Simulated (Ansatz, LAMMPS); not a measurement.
## Amorphous 31Ga2O3-69TiO2 (mol %) (116 atoms): a short ab initio trajectory

Aim: follow amorphous 31Ga2O3-69TiO2 (mol %) (116 atoms) for a short time with forces from DFT, then look at structure and electrons in the last frame.

Main program and level: Ansatz 0.2.0; Kohn-Sham DFT, PBEsol, PAW (set soft_2), plane waves.

### Step 1. Starting point

The cell holds 116 atoms: 20 Ga, 22 Ti and 74 O. Cell: a = 11.051 Å, b = 11.051 Å, c = 11.051 Å, α = 90.0°, β = 90.0°, γ = 90.0°. 116 atoms (20 Fe, 22 Ti, 74 O) placed at random at 3.92 g/cm³, melted at 5000 K for 10 ps at fixed volume with the Morse and Coulomb pair potential with partial charges (Pedone, Malavasi, Menziani, Cormack and Segre, J. Phys. Chem. B 110, 11780 (2006)). Quenched from 5000 K to 300 K at 20 K/ps and fixed volume, held 10 ps at zero pressure, then minimised at fixed cell. Then Fe was replaced by Ga and the cell scaled by 1.006 (the potential has no terms for the new elements, so the cell is a start for a DFT relaxation).

Limits known from the start: The quench rate of 20 K/ps is orders of magnitude faster than experiment, which tends to freeze in extra defects. The starting topology of bonds comes from the classical model. Sampling is at Γ alone, for a cell whose shortest periodic width is 11 Å.

### Step 2. Single point at the start

A single point comes first, to see the forces before anything moves.

input.yaml reads:

```yaml
crystal:
  lattice:
    - [11.05068, 0.0, 0.0]
    - [0.0, 11.05068, 0.0]
    - [0.0, 0.0, 11.05068]
  atoms:
    - { symbol: Ga, position: [0.62558, 0.40439, 0.73708] }
    - { symbol: Ga, position: [0.11193, 0.95536, 0.53572] }
    - { symbol: Ga, position: [0.31097, 0.44895, 0.35161] }
    - { symbol: Ga, position: [0.40888, 0.91562, 0.16247] }
    [... 106 atom lines left out ...]
    - { symbol: O, position: [0.77726, 0.88523, 0.06314] }
    - { symbol: O, position: [0.88692, 0.20511, 0.03697] }
    - { symbol: O, position: [0.14794, 0.23741, 0.50194] }
    - { symbol: O, position: [0.68181, 0.08517, 0.02059] }
    - { symbol: O, position: [0.05533, 0.75008, 0.8542] }
    - { symbol: O, position: [0.68531, 0.62729, 0.65187] }
kpoints:
  mp_grid: { grid: [1, 1, 1] }
hamiltonian:
  xc: pbesol
scf:
  occupations: { method: fermi_dirac, width: 0.078 }
output:
  forces: true
```

The run is started by

```sh
> ansatz run input.yaml --threads 4 --pin off --max-ram 8192MiB --backend cpu --events-out ev --progress --plain --runs-dir out
```

Elapsed: 28 s, on 4 threads of Arm Neoverse V2, shared host; peak memory 2.3 GiB.

The run gave:

| Item | Value |
| --- | --- |
| free energy | -170881.4742 eV |
| free energy per atom | -1473.1162 eV/atom |
| SCF cycles | 13 |
| r.m.s. force component | 0.7307 eV/Å |
| longest force | 2.588 eV/Å |
| Fermi energy | 8.358 eV |

The r.m.s. force component of 0.73 eV/Å sets the starting point.

Neighbours are counted within 2.64 Å (O-Ti), 2.50 Å (O-Ga).

Length of the force by element and coordination:

| element | coordination | atoms | mean length of the force (eV/Å) | spread | least | most |
| --- | --- | --- | --- | --- | --- | --- |
| Ga | all | 20 | 0.726 | 0.408 | 0.169 | 1.79 |
| Ga | 4 | 2 | 1.34 | 0.448 | 0.895 | 1.79 |
| Ga | 5 | 6 | 0.740 | 0.230 | 0.459 | 1.10 |
| Ga | 6 | 12 | 0.616 | 0.377 | 0.169 | 1.40 |
| O | all | 74 | 1.16 | 0.647 | 0.142 | 2.59 |
| O | 2 | 12 | 0.899 | 0.476 | 0.423 | 2.02 |
| O | 3 | 48 | 1.25 | 0.667 | 0.142 | 2.58 |
| O | 4 | 14 | 1.11 | 0.636 | 0.293 | 2.59 |
| Ti | all | 22 | 1.25 | 0.529 | 0.460 | 2.43 |
| Ti | 4 | 5 | 0.963 | 0.35 | 0.677 | 1.61 |
| Ti | 5 | 8 | 1.26 | 0.520 | 0.460 | 2.14 |
| Ti | 6 | 9 | 1.40 | 0.554 | 0.637 | 2.43 |

### Step 3. Dynamics started at 900 K

Without a thermostat the total energy must stay constant, which tests forces and time step. The time step is 1.0 fs.

input.yaml, as its differences from that of step 2:

```diff
@@ -15 +15,8 @@
   forces: true
+md:
+  timestep: 1.0
+  n_steps: 110
+  ensemble: nve
+  temperature: 900
+  initial_velocities: maxwell_boltzmann
+  seed: 9766
```

The job ended after 30 min (4 threads; peak memory 2.5 GiB; 2 h of CPU time).

The program notes that it switched symmetry off.

The trajectory, sampled:

| time (fs) | T (K) | potential (meV/atom) | conserved (meV/atom) |
| --- | --- | --- | --- |
| 0.0 | 900 | 0.0 | 0.00 |
| 7.0 | 829 | 9.1 | 0.01 |
| 15.0 | 573 | 42.0 | 0.09 |
| 22.0 | 564 | 43.2 | 0.06 |
| 29.0 | 666 | 30.0 | 0.02 |
| 37.0 | 629 | 34.7 | 0.04 |
| 44.0 | 564 | 43.1 | 0.06 |
| 51.0 | 597 | 38.8 | 0.05 |
| 59.0 | 643 | 33.0 | 0.03 |
| 66.0 | 613 | 36.8 | 0.04 |
| 73.0 | 581 | 40.9 | 0.06 |
| 81.0 | 657 | 31.1 | 0.03 |
| 88.0 | 684 | 27.7 | 0.04 |
| 95.0 | 680 | 28.3 | 0.04 |
| 103.0 | 648 | 32.3 | 0.04 |
| 110.0 | 648 | 32.4 | 0.05 |

Mean square displacement from the first frame to the last: Ga 0.11 Å², Ti 0.055 Å², O 0.12 Å².

Table of mean square displacement by time lag:

| time lag (fs) | Ga (Å²) | O (Å²) | Ti (Å²) |
| --- | --- | --- | --- |
| 1.0 | 2.4e-5 | 1.0e-4 | 3.1e-5 |
| 3.0 | 2.2e-4 | 9.1e-4 | 2.8e-4 |
| 5.0 | 6.0e-4 | 0.00248 | 7.7e-4 |
| 7.0 | 0.00116 | 0.00476 | 0.00148 |
| 10.0 | 0.00234 | 0.00931 | 0.00292 |
| 12.0 | 0.00333 | 0.0130 | 0.00411 |
| 14.0 | 0.00447 | 0.0170 | 0.00543 |
| 16.0 | 0.00576 | 0.0212 | 0.00686 |
| 19.0 | 0.00794 | 0.0278 | 0.00916 |
| 21.0 | 0.00955 | 0.0321 | 0.0108 |
| 23.0 | 0.0113 | 0.0364 | 0.0124 |
| 25.0 | 0.0131 | 0.0405 | 0.0140 |
| 28.0 | 0.0160 | 0.0463 | 0.0164 |
| 30.0 | 0.0180 | 0.0498 | 0.0179 |
| 32.0 | 0.0200 | 0.0530 | 0.0194 |
| 34.0 | 0.0222 | 0.0560 | 0.0208 |
| 37.0 | 0.0254 | 0.0599 | 0.0228 |
| 39.0 | 0.0276 | 0.0622 | 0.0241 |
| 41.0 | 0.0299 | 0.0643 | 0.0253 |
| 43.0 | 0.0321 | 0.0662 | 0.0265 |
| 46.0 | 0.0355 | 0.0689 | 0.0282 |
| 48.0 | 0.0378 | 0.0706 | 0.0293 |
| 50.0 | 0.0401 | 0.0722 | 0.0304 |
| 52.0 | 0.0424 | 0.0738 | 0.0314 |
| 55.0 | 0.0457 | 0.0763 | 0.0330 |

Over the second half of 110 fs the temperature averages 643 K with swings of 32 K r.m.s. The conserved energy stays within 0.09 meV/atom. From first frame to last O has the largest mean square displacement, 0.12 Å² at the end; the farthest move is 0.88 Å. The mean temperature of 643 K lies well off the 900 K of the input: without a thermostat, part of the starting kinetic energy flows into potential energy (about half from a start near a minimum). The count of bonds goes from 224 in the first frame to 219 in the last, by one set of cutoffs: 13 pairs passed out of them and 8 came within. The run spans 0.11 ps, too short for its means to be equilibrium values.

### Step 4. Local order late in the run

The g(r) is a mean over the second half; what follows it is taken at the last frame.

Bonds before and after, by the cutoffs listed below:

| pair | bonds before | bonds after | mean before (Å) | mean after (Å) | spread before (Å) | spread after (Å) |
| --- | --- | --- | --- | --- | --- | --- |
| O-Ti | 114 | 116 | 1.937 | 1.974 | 0.181 | 0.186 |
| O-Ga | 110 | 103 | 2.050 | 1.980 | 0.132 | 0.160 |

Density 4.47 g/cm³, 11.63 Å³ an atom.

Mean of 15 frames. Pair distribution functions g(r), in bins of 0.2 Å:

| r (Å) | total | O-O | O-Ti | O-Ga | Ti-Ti | Ti-Ga | Ga-Ga |
| --- | --- | --- | --- | --- | --- | --- | --- |
| 1.60 | 0.03 | 0.00 | 0.13 | 0.00 | 0.00 | 0.00 | 0.00 |
| 1.80 | 2.05 | 0.00 | 5.04 | 3.79 | 0.00 | 0.00 | 0.00 |
| 2.00 | 1.76 | 0.00 | 3.42 | 4.25 | 0.00 | 0.00 | 0.00 |
| 2.20 | 0.47 | 0.00 | 0.85 | 1.21 | 0.00 | 0.00 | 0.00 |
| 2.40 | 0.42 | 0.55 | 0.48 | 0.37 | 0.00 | 0.00 | 0.00 |
| 2.60 | 0.89 | 1.92 | 0.22 | 0.24 | 0.00 | 0.03 | 0.00 |
| 2.80 | 1.32 | 2.81 | 0.26 | 0.27 | 0.11 | 0.27 | 0.97 |
| 3.00 | 1.23 | 2.08 | 0.25 | 0.48 | 0.49 | 1.77 | 2.42 |
| 3.20 | 1.10 | 1.33 | 0.48 | 0.52 | 1.21 | 3.04 | 2.63 |
| 3.40 | 1.02 | 0.75 | 0.68 | 0.92 | 2.46 | 2.95 | 2.27 |
| 3.60 | 0.99 | 0.59 | 1.06 | 1.04 | 2.24 | 2.02 | 1.81 |
| 3.80 | 0.87 | 0.65 | 0.96 | 1.21 | 1.17 | 0.74 | 0.58 |
| 4.00 | 1.01 | 0.65 | 1.54 | 1.21 | 0.98 | 0.69 | 0.75 |
| 4.20 | 0.98 | 0.57 | 1.51 | 1.34 | 0.99 | 0.65 | 0.25 |
| 4.40 | 1.02 | 0.71 | 1.50 | 1.32 | 0.47 | 0.66 | 0.44 |
| 4.60 | 1.08 | 0.85 | 1.39 | 1.44 | 0.90 | 0.54 | 0.26 |
| 4.80 | 1.07 | 1.20 | 0.99 | 1.13 | 0.90 | 0.78 | 0.46 |
| 5.00 | 1.01 | 1.29 | 0.80 | 0.83 | 1.01 | 0.80 | 0.56 |
| 5.20 | 0.97 | 1.27 | 0.72 | 0.74 | 0.84 | 0.89 | 0.99 |
| 5.40 | 1.01 | 1.33 | 0.72 | 0.74 | 0.67 | 1.11 | 1.21 |

Bonds by pair of elements; cutoffs follow the first minimum of g(r), held within bounds set by covalent radii, and pairs that aren't listed don't count as bonded:

| pair A-B | cutoff (Å) | bonds | mean length (Å) | spread (Å) | shortest (Å) | B about A | A about B |
| --- | --- | --- | --- | --- | --- | --- | --- |
| O-Ti | 2.64 | 116 | 1.97 | 0.186 | 1.66 | 1.57 | 5.27 |
| O-Ga | 2.5 | 103 | 1.98 | 0.16 | 1.74 | 1.39 | 5.15 |

How many atoms have how many bonded neighbours:

| element | mean | 2 | 3 | 4 | 5 | 6 |
| --- | --- | --- | --- | --- | --- | --- |
| Ga | 5.15 | 0 | 0 | 3 | 11 | 6 |
| O | 2.96 | 16 | 45 | 13 | 0 | 0 |
| Ti | 5.27 | 0 | 0 | 2 | 12 | 8 |

Bond angles, per cent of each kind in bins of 5°:

| angle (°) | O-Ti-O | O-Ga-O | Ga-O-Ti | Ga-O-Ga | Ti-O-Ti |
| --- | --- | --- | --- | --- | --- |
| 60–65 | 0.8 | 0.5 | 0.0 | 0.0 | 0.0 |
| 65–70 | 0.8 | 1.4 | 0.0 | 0.0 | 0.0 |
| 70–75 | 7.1 | 5.5 | 0.0 | 0.0 | 0.0 |
| 75–80 | 8.3 | 6.4 | 0.0 | 0.0 | 0.0 |
| 80–85 | 8.3 | 11.0 | 1.6 | 0.0 | 0.0 |
| 85–90 | 9.5 | 10.1 | 3.2 | 9.4 | 2.0 |
| 90–95 | 9.5 | 6.4 | 10.4 | 5.7 | 3.9 |
| 95–100 | 10.3 | 12.8 | 7.2 | 11.3 | 0.0 |
| 100–105 | 8.7 | 6.9 | 14.4 | 13.2 | 2.0 |
| 105–110 | 5.9 | 5.5 | 8.8 | 1.9 | 7.8 |
| 110–115 | 5.9 | 6.4 | 12.0 | 15.1 | 13.7 |
| 115–120 | 4.0 | 4.1 | 8.0 | 11.3 | 11.8 |
| 120–125 | 0.8 | 0.9 | 6.4 | 13.2 | 13.7 |
| 125–130 | 2.0 | 2.8 | 6.4 | 9.4 | 9.8 |
| 130–135 | 1.2 | 1.4 | 6.4 | 1.9 | 11.8 |
| 135–140 | 0.8 | 3.7 | 6.4 | 3.8 | 3.9 |
| 140–145 | 1.2 | 1.8 | 4.0 | 3.8 | 5.9 |
| 145–150 | 1.6 | 1.8 | 0.8 | 0.0 | 2.0 |
| 150–155 | 2.4 | 3.2 | 0.8 | 0.0 | 0.0 |
| 155–160 | 3.2 | 1.4 | 0.8 | 0.0 | 5.9 |
| 160–165 | 4.4 | 2.8 | 1.6 | 0.0 | 3.9 |
| 165–170 | 2.0 | 0.9 | 0.8 | 0.0 | 2.0 |
| 170–175 | 0.8 | 1.4 | 0.0 | 0.0 | 0.0 |
| 175–180 | 0.4 | 0.9 | 0.0 | 0.0 | 0.0 |

Bond angles (no mean is given where the spread exceeds 20°):

| angle | count | mean (°) | spread (°) |
| --- | --- | --- | --- |
| O-Ti-O | 252 | - | - |
| O-Ga-O | 218 | - | - |
| Ga-O-Ti | 125 | 115 | 18 |
| Ga-O-Ga | 53 | 112 | 15 |
| Ti-O-Ti | 51 | 125 | 17.9 |

Oxygen atoms by the number of network formers (Si, P, Ge, B, Al, As, Ga) bound to them:

| network formers bound to O | O atoms | per cent |
| --- | --- | --- |
| 0 | 12 | 16.2 |
| 1 | 32 | 43.2 |
| 2 | 20 | 27 |
| 3 | 9 | 12.2 |
| 4 | 1 | 1.4 |

Network units: each former by its oxygen neighbours and how many of them bridge to another former:

| former | O neighbours | bridging O | atoms |
| --- | --- | --- | --- |
| Ga | 4 | 2 | 1 |
| Ga | 4 | 4 | 2 |
| Ga | 5 | 1 | 1 |
| Ga | 5 | 2 | 2 |
| Ga | 5 | 3 | 2 |
| Ga | 5 | 4 | 3 |
| Ga | 5 | 5 | 3 |
| Ga | 6 | 2 | 1 |
| Ga | 6 | 3 | 1 |
| Ga | 6 | 4 | 2 |
| Ga | 6 | 5 | 2 |

Bond length by coordination (bonds to H left out):

| element | coordination | atoms | mean bond length (Å) |
| --- | --- | --- | --- |
| Ga | 4 | 3 | 1.83 |
| Ga | 5 | 11 | 1.96 |
| Ga | 6 | 6 | 2.06 |
| O | 2 | 16 | 1.83 |
| O | 3 | 45 | 1.98 |
| O | 4 | 13 | 2.07 |
| Ti | 4 | 2 | 1.84 |
| Ti | 5 | 12 | 1.97 |
| Ti | 6 | 8 | 2.01 |

Rings of the network by King's shortest-path rule, up to 12 atoms, one path for each pair of neighbours; H, halogens, alkali and alkaline-earth atoms are left out, and the last column divides by all other atoms, bonded or not:

| ring size (atoms) | rings | per network atom |
| --- | --- | --- |
| 4 | 42 | 0.362 |
| 6 | 104 | 0.897 |
| 8 | 125 | 1.08 |
| 10 | 26 | 0.224 |
| 12 | 3 | 0.026 |

For some of the pairs, g(r) has its first main peak near 2.9 Å (O-O), 1.9 Å (O-Ti), 1.9 Å (O-Ga), 3.4 Å (Ti-Ti), 3.3 Å (Ti-Ga) and 3.1 Å (Ga-Ga). By these cutoffs 55 % of Ga atoms have 5, 61 % of O atoms have 3 and 55 % of Ti atoms have 5 bonded neighbours. Counting bonds to Ga alone, not to Ti, 27 % of the oxygens join two of these atoms and 43 % one; 12 % join three; 1 % join four; 16 % join none. Rings of 8 atoms are the most common (42 % of those counted); sizes run from 4 to 12, where the search stops.

### Step 5. Single point at the last frame

The last frame is solved once more, with the analyses that the dynamics left out.

input.yaml reads:

```yaml
crystal:
  lattice:
    - [11.05068, 0.0, 0.0]
    - [0.0, 11.05068, 0.0]
    - [0.0, 0.0, 11.05068]
  atoms:
    - { symbol: Ga, position: [0.62223, 0.40211, 0.73954] }
    - { symbol: Ga, position: [0.112, 0.98224, 0.57615] }
    - { symbol: Ga, position: [0.32044, 0.43703, 0.34941] }
    - { symbol: Ga, position: [0.41094, 0.88758, 0.15813] }
    [... 106 atom lines left out ...]
    - { symbol: O, position: [0.7673, 0.87744, 0.08108] }
    - { symbol: O, position: [0.89793, 0.21484, 0.0433] }
    - { symbol: O, position: [0.12771, 0.24122, 0.52906] }
    - { symbol: O, position: [0.68134, 0.06935, 0.99633] }
    - { symbol: O, position: [0.05557, 0.71248, 0.86803] }
    - { symbol: O, position: [0.66302, 0.66139, 0.65879] }
kpoints:
  mp_grid: { grid: [1, 1, 1] }
hamiltonian:
  xc: pbesol
scf:
  occupations: { method: fixed }
output:
  forces: true
  stress: true
  populations: true
  dos:
    method: { smearing: { sigma: 0.08 } }
    de: 0.1
    projected: { site_lists: { Ga: [Ga], O: [O], Ti: [Ti] } }
  eigenvalues: true
  write_density: true
  write_potential: true
  volumetric_format: npy
  elf: true
```

Run time: 46 s. Hardware: 4 threads; peak memory 2.3 GiB.

The run gave:

* free energy: -170877.7200 eV
* free energy per atom: -1473.0838 eV/atom
* SCF cycles: 14
* pressure: -1.688 GPa
* r.m.s. force component: 1.032 eV/Å
* longest force: 4.348 eV/Å
* Fermi energy: 7.255 eV
* gap (highest filled to lowest empty level): 1.858 eV
* spilling of the projection: 0.00365

Neighbours are counted within 2.64 Å (O-Ti), 2.50 Å (O-Ga), the cutoffs taken from the dynamics.

Length of the force by element and coordination:

| element | coordination | atoms | mean length of the force (eV/Å) | spread | least | most |
| --- | --- | --- | --- | --- | --- | --- |
| Ga | all | 20 | 1.48 | 0.725 | 0.577 | 3.22 |
| Ga | 4 | 3 | 1.59 | 0.829 | 0.765 | 2.72 |
| Ga | 5 | 11 | 1.60 | 0.741 | 0.635 | 3.22 |
| Ga | 6 | 6 | 1.22 | 0.549 | 0.577 | 2.22 |
| O | all | 74 | 1.49 | 0.769 | 0.171 | 4.16 |
| O | 2 | 16 | 1.28 | 0.619 | 0.372 | 2.61 |
| O | 3 | 45 | 1.55 | 0.709 | 0.171 | 2.93 |
| O | 4 | 13 | 1.53 | 1.04 | 0.409 | 4.16 |
| Ti | all | 22 | 2.00 | 0.959 | 0.551 | 4.35 |
| Ti | 4 | 2 | 2.60 | 0.0595 | 2.54 | 2.66 |
| Ti | 5 | 12 | 2.32 | 0.972 | 1.05 | 4.35 |
| Ti | 6 | 8 | 1.37 | 0.684 | 0.551 | 2.64 |

Löwdin charges by element and coordination (they lack the spilled electrons, 0.030 e an atom on average):

| element | coordination | atoms | mean charge (e) | spread | least | most |
| --- | --- | --- | --- | --- | --- | --- |
| Ga | all | 20 | 0.928 | 0.026 | 0.880 | 0.969 |
| Ga | 4 | 3 | 0.947 | 0.0093 | 0.934 | 0.956 |
| Ga | 5 | 11 | 0.932 | 0.0288 | 0.880 | 0.969 |
| Ga | 6 | 6 | 0.913 | 0.0166 | 0.884 | 0.930 |
| O | all | 74 | -0.610 | 0.0448 | -0.688 | -0.467 |
| O | 2 | 16 | -0.564 | 0.0453 | -0.631 | -0.467 |
| O | 3 | 45 | -0.617 | 0.0315 | -0.679 | -0.552 |
| O | 4 | 13 | -0.645 | 0.0382 | -0.688 | -0.550 |
| Ti | all | 22 | 1.37 | 0.0286 | 1.32 | 1.45 |
| Ti | 4 | 2 | 1.39 | 0.0108 | 1.38 | 1.40 |
| Ti | 5 | 12 | 1.37 | 0.0331 | 1.32 | 1.45 |
| Ti | 6 | 8 | 1.36 | 0.0214 | 1.33 | 1.40 |

Density of states as counts of states in windows of 1 eV (from the Fermi level), total and the larger projections:

| from (eV) | to (eV) | total | O p | Ti d | O s | Ga d |
| --- | --- | --- | --- | --- | --- | --- |
| -18 | -17 | 58.3 | 0.4 | 1.9 | 43.6 | 3.5 |
| -17 | -16 | 55.2 | 0.3 | 2.7 | 44.1 | 3.0 |
| -16 | -15 | 11.3 | 0.1 | 0.6 | 9.6 | 0.3 |
| -15 | -14 | 0.0 | 0.0 | 0.0 | 0.0 | 0.0 |
| -14 | -13 | 136.4 | 2.1 | 0.2 | 2.1 | 131.3 |
| -13 | -12 | 63.6 | 1.1 | 0.3 | 4.1 | 57.3 |
| -12 | -8 | 0.0 | 0.0 | 0.0 | 0.0 | 0.0 |
| -8 | -7 | 4.1 | 2.4 | 0.2 | 0.1 | 0.0 |
| -7 | -6 | 24.0 | 14.6 | 1.4 | 1.0 | 0.2 |
| -6 | -5 | 24.8 | 16.6 | 2.3 | 0.8 | 0.2 |
| -5 | -4 | 66.5 | 48.2 | 9.3 | 0.8 | 0.5 |
| -4 | -3 | 82.3 | 62.6 | 12.1 | 0.9 | 0.6 |
| -3 | -2 | 93.9 | 76.6 | 10.9 | 1.1 | 0.8 |
| -2 | -1 | 90.5 | 79.9 | 6.4 | 0.8 | 0.6 |
| -1 | 0 | 57.2 | 52.7 | 2.7 | 0.3 | 0.3 |
| 0 | 1 | 0.8 | 0.7 | 0.0 | 0.0 | 0.0 |
| 1 | 2 | 2.6 | 0.2 | 2.3 | 0.0 | 0.0 |
| 2 | 3 | 35.8 | 4.0 | 28.5 | 0.8 | 0.0 |
| 3 | 4 | 75.6 | 11.8 | 56.6 | 1.8 | 0.0 |
| 4 | 5 | 55.2 | 11.7 | 34.4 | 2.7 | 0.0 |

The curve was stored every 0.10 eV, coarse against its broadening of 0.08 eV, so these counts are rough.

With fixed occupations the program's Fermi level is the highest filled level; weight inside the gap is the broadening of levels at its edges.

Between -26 and -18 eV lie 23 more states.

The stored curve holds about 792 of the 968 electrons; the rest, give or take the few that broadening carries across the Fermi level, lie in deeper levels below its range.

The levels nearest the highest filled one (over half full), pooled over k-points and spins:

| level less the highest filled one (eV) | occupation |
| --- | --- |
| -0.351 | 2 |
| -0.292 | 2 |
| -0.255 | 2 |
| -0.203 | 2 |
| -0.0831 | 2 |
| 0 | 2 |
| 1.86 | 0 |
| 2.05 | 0 |
| 2.18 | 0 |
| 2.25 | 0 |
| 2.31 | 0 |
| 2.37 | 0 |

Mean Löwdin charges: Ga +0.93, O -0.61, Ti +1.37 e (they miss 0.36 % of the electrons, so they add up to more than the cell's charge). The largest share in the top eV of filled states is O p (93 % of the projected weight), and in the lowest eV of empty states Ti d (82 % of the projected weight).

### Step 6. Summary of results

| Property | Result |
| --- | --- |
| mean temperature, second half | 643.1 K |
| temperature swing, second half | 32.09 K |
| slope of the conserved energy against time, by least squares | 0.0484 meV/atom/ps |
| free energy per atom | -1473.0838 eV/atom |
| pressure | -1.688 GPa |
| r.m.s. force component | 1.032 eV/Å |
| gap (highest filled to lowest empty level) | 1.858 eV |
| wall time of the 3 DFT runs | 31 min |

**Reading.** Over the second half of 110 fs the temperature averages 643 K with swings of 32 K r.m.s. The conserved energy stays within 0.09 meV/atom. The mean temperature of 643 K lies well off the 900 K of the input: without a thermostat, part of the starting kinetic energy flows into potential energy (about half from a start near a minimum). The count of bonds goes from 224 in the first frame to 219 in the last, by one set of cutoffs: 13 pairs passed out of them and 8 came within. The run spans 0.11 ps, too short for its means to be equilibrium values. With the cutoffs above, 55 % of Ga atoms have 5, 61 % of O atoms have 3 and 55 % of Ti atoms have 5 bonded neighbours. Counting bonds to Ga alone, not to Ti, 27 % of the oxygens join two of these atoms and 43 % one; 12 % join three; 1 % join four; 16 % join none.

The highest filled and lowest empty levels differ by 1.86 eV (at Γ alone); a semilocal functional tends to put such gaps too low. In a disordered cell it changes from sample to sample, and tail or defect levels can set it.

What to keep in mind: The network of bonds at the start is that of the classical potential that made the cell; in DFT 13 of its 224 bonded pairs passed out of the cutoffs and 8 came within them. The pressure of -1.7 GPa is that of one thermal frame at a volume set beforehand, without the kinetic term.

[Logs are printed without paths, hosts, clocks, repeated set-up lines and the standing remarks that a program may print on its own settings, such as how far it seeks lower states.]

[Hosts, paths, dates, database ids (printed as entryN), source tags and the programs' standing remarks are cut or masked in the printed files.]
